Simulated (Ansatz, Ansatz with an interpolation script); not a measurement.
An input for Ansatz 0.2.0 (KRb2ScF6 (Fm-3m)):

```yaml
crystal:
  lattice:
    - [0.0, 4.5095, 4.5095]
    - [4.5095, 0.0, 4.5095]
    - [4.5095, 4.5095, 0.0]
  atoms:
    - { symbol: K, position: [0.5, 0.5, 0.5] }
    - { symbol: Rb, position: [0.25, 0.25, 0.25] }
    - { symbol: Rb, position: [0.75, 0.75, 0.75] }
    - { symbol: Sc, position: [0.0, 0.0, 0.0] }
    - { symbol: F, position: [0.78, 0.22, 0.22] }
    - { symbol: F, position: [0.22, 0.78, 0.22] }
    - { symbol: F, position: [0.22, 0.78, 0.78] }
    - { symbol: F, position: [0.78, 0.22, 0.78] }
    - { symbol: F, position: [0.22, 0.22, 0.78] }
    - { symbol: F, position: [0.78, 0.78, 0.22] }
kpoints:
  mp_grid: { grid: [4, 4, 4] }
hamiltonian:
  xc: lda
  pseudopotentials: { kind: paw, azcp: { folder: soft_1 }, xc_functional: pbe }
scf:
  occupations: { method: fixed }
gw:
  n_empty_bands: 765
  ecut_chi: 150.0
  qp_bands: [v24, c5]
  screening: { model: contour_deformation }
```

```sh
ansatz run input.yaml --threads 2 --pin off --max-ram 92160MiB --backend cuda --events-out ev --progress --plain --runs-dir out --devices 1 --max-vram 13GiB
```

Q: How long will it take on 1 × NVIDIA H100 80GB HBM3 (shared by 6 runs) with 2 threads of AMD EPYC 7R13 (Zen 3), shared host, and how much memory?

It took 2.3 min; on shared hardware allow 68 s to 4.5 min. Peak host memory was 2.2 GiB. The sizes that set the cost: 3647 plane waves a state, 8 irreducible k points, 805 bands summed, 749 plane waves in the screening and 9 SCF cycles.

The screening grows as filled bands × empty bands × pairs of k points, times the square of the screening basis for the matrix.

[Paths, hosts, dates, memory and timing lines, banners, echoed tables and standing remarks are left out of the program output.]

[Logs are printed without paths, hosts, clocks, repeated set-up lines and the standing remarks that a program may print on its own settings, such as how far it seeks lower states.]

[Runs of the session that timed out or met a known fault of the program may be left out.]

[Hosts, paths, dates, database ids (printed as entryN), source tags and the programs' standing remarks are cut or masked in the printed files.]
